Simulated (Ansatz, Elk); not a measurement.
# Na2Ir: X-ray structure factors from the self-consistent density, part 2 of 2

Structure refinements treat a crystal as free atoms side by side. For a made-up structure of Na2Ir (cell and positions from a PBEsol relaxation) the runs below show what the calculated density changes in F(hkl).

Elk 11.2.3 (patched build); all-electron DFT.

So far: The starting structure; Ground state and structure factors; The highest occupied states alone.

The structure was built from a prototype and need not be the compound's stable phase.

### Step 4. Another functional

Level of this step: DFT, LDA (Perdew-Wang), all-electron APW+lo, Dirac cores, scalar-relativistic bands, static density, no spin (Elk).

The difference from free atoms is small, so it is set against the change that LDA (Perdew-Wang) makes.

elk.in reads:

```
tasks
  0
  195

xctype
  3

spinpol
  .false.

rgkmax
  7.0

gmaxvr
  14.0

lmaxo
  7

lmaxapw
  8

swidth
  0.002

tshift
  .false.

ramdisk
  .false.

hmaxvr
  5.5

maxscl
  120

epspot
  1e-06

sppath
  './'

avec
  -0.00000000000 6.42031452321 6.42031452321
  6.42031452321 0.00000000000 6.42031452321
  6.42031452321 6.42031452321 -0.00000000000

atoms
  2
  'Ir.in'
  1
  0.0000000000 -0.0000000000 -0.0000000000   0.000000 0.000000 0.000000
  'Na.in'
  2
  0.2500000000 0.2500000000 0.2500000000   0.000000 0.000000 0.000000
  0.7500000000 0.7500000000 0.7500000000   0.000000 0.000000 0.000000

ngridk
  6 6 6
```

Started as:

```
OMP_NUM_THREADS=4 elk
```

Numbers of over 12 decimals in the logs are rounded to 6 here.

The program printed:

```text
┌─────────────────────────┐
│ Elk code version 11.2.3 │
└─────────────────────────┘

All units are atomic (Hartree, Bohr, etc.)

┌─────────────────────────────────────────────────┐
│ Ground-state run starting from atomic densities │
└─────────────────────────────────────────────────┘

Lattice vectors :
  -0.000000000       6.420314523       6.420314523
   6.420314523       0.000000000       6.420314523
   6.420314523       6.420314523      -0.000000000

Reciprocal lattice vectors :
 -0.4893206777      0.4893206777      0.4893206777
[...]
muffin-tins (core leakage)
  species : 1 (Ir)
[...]
species : 2 (Na)
   atom 1                    :    10.08736266     ( -0.1555072435E-05)
   atom 2                    :    10.08736266     ( -0.1555072435E-05)
 total in muffin-tins        :    96.25309970
 total calculated charge     :    98.99971872
 total charge                :    99.00000000
 error                       :   0.2812838695E-03

┌──────────────────────────────┐
│ Self-consistent loop stopped │
└──────────────────────────────┘

Warning : core states of species 1 leak from the muffin-tin :   0.2477206817E-03

Wrote STATE.OUT
[key lines of the parts left out:]
total energy                :     -18171.362913957
```

It took 8.4 s on 4 threads of Intel Xeon Platinum 8375C at 2.90GHz (Ice Lake), shared host; peak memory 0.16 GiB.

Against the first run R = 0.02 %; the largest change is -0.031 at 400.

### Step 5. Basis size

The basis and the expansions that go with it are enlarged, to see whether the differences are converged.

Changes to elk.in since step 4:

```diff
@@ -5,3 +5,3 @@
 xctype
-  3
+  20
 
@@ -11,12 +11,12 @@
 rgkmax
-  7.0
+  8.5
 
 gmaxvr
-  14.0
+  18.0
 
 lmaxo
-  7
+  9
 
 lmaxapw
-  8
+  10
```

Started as:

```
OMP_NUM_THREADS=4 elk
```

The program printed:

```text
┌─────────────────────────┐
│ Elk code version 11.2.3 │
└─────────────────────────┘

All units are atomic (Hartree, Bohr, etc.)

┌─────────────────────────────────────────────────┐
│ Ground-state run starting from atomic densities │
└─────────────────────────────────────────────────┘

Lattice vectors :
  -0.000000000       6.420314523       6.420314523
   6.420314523       0.000000000       6.420314523
   6.420314523       6.420314523      -0.000000000

Reciprocal lattice vectors :
 -0.4893206777      0.4893206777      0.4893206777
[...]
muffin-tins (core leakage)
  species : 1 (Ir)
[...]
species : 2 (Na)
   atom 1                    :    10.08699036     ( -0.9715865446E-07)
   atom 2                    :    10.08699036     ( -0.9715865446E-07)
 total in muffin-tins        :    96.26909301
 total calculated charge     :    98.99973340
 total charge                :    99.00000000
 error                       :   0.2666043311E-03

┌──────────────────────────────┐
│ Self-consistent loop stopped │
└──────────────────────────────┘

Warning : core states of species 1 leak from the muffin-tin :   0.2556278747E-03

Wrote STATE.OUT
[key lines of the parts left out:]
total energy                :     -18182.888911348
```

Run time: 29 s. Hardware: 4 threads; peak memory 0.31 GiB; 58 s of CPU time.

Against the first run R = 0.00 %; the largest change is -0.004 at 440.

### Step 6. Basis size

A smaller basis shows how fast F responds to it; the change is likely larger than the basis error of the first run, but doesn't show convergence.

Changes to elk.in since step 5:

```diff
@@ -11,12 +11,12 @@
 rgkmax
-  8.5
+  5.5
 
 gmaxvr
-  18.0
+  14.0
 
 lmaxo
-  9
+  7
 
 lmaxapw
-  10
+  8
```

Started as:

```
OMP_NUM_THREADS=4 elk
```

The program printed:

```text
┌─────────────────────────┐
│ Elk code version 11.2.3 │
└─────────────────────────┘

All units are atomic (Hartree, Bohr, etc.)

┌─────────────────────────────────────────────────┐
│ Ground-state run starting from atomic densities │
└─────────────────────────────────────────────────┘

Lattice vectors :
  -0.000000000       6.420314523       6.420314523
   6.420314523       0.000000000       6.420314523
   6.420314523       6.420314523      -0.000000000

Reciprocal lattice vectors :
 -0.4893206777      0.4893206777      0.4893206777
[...]
muffin-tins (core leakage)
  species : 1 (Ir)
[...]
species : 2 (Na)
   atom 1                    :    10.07635355     ( -0.9715865534E-07)
   atom 2                    :    10.07635355     ( -0.9715865534E-07)
 total in muffin-tins        :    96.19024381
 total calculated charge     :    98.99973885
 total charge                :    99.00000000
 error                       :   0.2611521766E-03

┌──────────────────────────────┐
│ Self-consistent loop stopped │
└──────────────────────────────┘

Warning : core states of species 1 leak from the muffin-tin :   0.2538102608E-03

Wrote STATE.OUT
[key lines of the parts left out:]
total energy                :     -18182.829470154
```

The job ended after 12 s (4 threads; peak memory 0.16 GiB; 25 s of CPU time).

Against the first run R = 0.01 %; the largest change is +0.030 at 422.

### Step 7. Settings against the effect

```
                              run  R against the first run (%)  R against neutral atoms, low angle (%)  wall time
                    PBE, rgkmax 7                         0.00                                    0.23       14 s
                LDA (Perdew-Wang)                         0.02                                    0.25      8.4 s
rgkmax 8.5 with larger expansions                         0.00                                    0.23       29 s
                       rgkmax 5.5                         0.01                                    0.24       12 s
```

### Step 8. What came out

```
R against neutral atoms, sin θ/λ < 0.3 Å⁻¹ : 0.23 %
R against neutral atoms, 0.3 to 0.82 Å⁻¹   : 0.12 %
```

Independent neutral atoms miss the calculated amplitudes by R = 0.23 % below 0.3 Å⁻¹ and 0.12 % from there to 0.82 Å⁻¹; by shells, 0.45 % below 0.15 Å⁻¹ (2 forms), 0.18 % 0.15 to 0.3 (4 forms), 0.14 % 0.3 to 0.45 (9 forms), 0.11 % above 0.45 (43 forms). Bonding, aspherical density and the tables' own atoms all enter these figures, and the runs don't part them. The largest change of an amplitude is +0.33 electrons, at 111. The window's part falls from 11.0 electrons at the origin to at most 0.25 between 0.45 and 0.82 Å⁻¹. Below 0.3 Å⁻¹ the changes that finished (LDA (Perdew-Wang), rgkmax 8.5 with larger expansions and rgkmax 5.5) move F by R = 0.02 % at most, against the 0.23 % that separates it from free atoms. The k-mesh has no finished test. These runs have no spin, though d or f shells may be open. Spin-orbit coupling is left out, which can matter for elements this heavy. Part of the difference isn't bonding: the tables are fits to free atoms and ions calculated by other methods than this functional. Thermal motion, anomalous dispersion and extinction are left out.

[Logs are printed without paths, hosts, clocks, repeated set-up lines and the standing remarks that a program may print on its own settings, such as how far it seeks lower states.]

[Hosts, paths, dates, database ids (printed as entryN), source tags and the programs' standing remarks are cut or masked in the printed files.]
